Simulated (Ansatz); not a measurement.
# Which shape does a chain of As atoms take?

Several starts are relaxed for a free As wire one or two atoms wide. Which ends lowest, and how do the shapes conduct?

How it was computed: Ansatz 0.2.0, plane waves with PAW datasets at the program's default cutoffs, Fermi-Dirac smearing of 0.05 eV, chains in boxes 7.5 Å wide or more, moments seeded when the perfect chain is relaxed. PBE, no spin-orbit coupling; each start relaxes its atoms and period within its symmetry. Energies are at zero smearing, an atom, against the lowest. Moments are absolute ones, the integral of |ρ↑ − ρ↓|.

The runs side by side:

```tsv
start	end shape	length an atom (Å)	shortest bond (Å)	moment an atom (μB)	energy (meV)	G (G₀)	gap (eV)
zigzag	zigzag	1.72	2.36	0.00	0	1.00	0.00
triangles	strip of triangles	1.29	2.59	0.00	405	5.00	0.00
dimer	straight	2.35	2.35	0.00	671	3.00	0.00
linear	straight	2.33	2.33	0.00	676	3.00	0.00
```

What this shows: The lowest energy comes from the zigzag start, which ends as a zigzag, 676 meV an atom under the linear chain with one atom a cell. The next lies 405 meV higher (triangles start). The conductance runs from 1.00 G₀ (zigzag start) to 5.00 G₀ (triangles start). Starts not in the table: antiparallel.

Caveats: G is the ballistic value of the perfect, endless wire, half a G₀ a channel and spin, broadened at 300 K; a real contact scatters. Only planar forms with one or two atoms a cell were tried, each within the symmetry of its start; alternating bonds in a zigzag, helices and thicker wires were not. Meshes were fixed at the starting length, so energies are good to 15 or 20 meV and lengths to a few per cent; moments are the relaxation's, and the run that gives G can hold a somewhat different one. A wire pulled between tips is under tension, which favours longer forms than the free minimum. Series of this kind are told only where this holds: four starts or more, in boxes that share their narrower side and keep the chain far from its images. 25 of 55 did.

[Logs are printed without paths, hosts, clocks, repeated set-up lines and the standing remarks that a program may print on its own settings, such as how far it seeks lower states.]
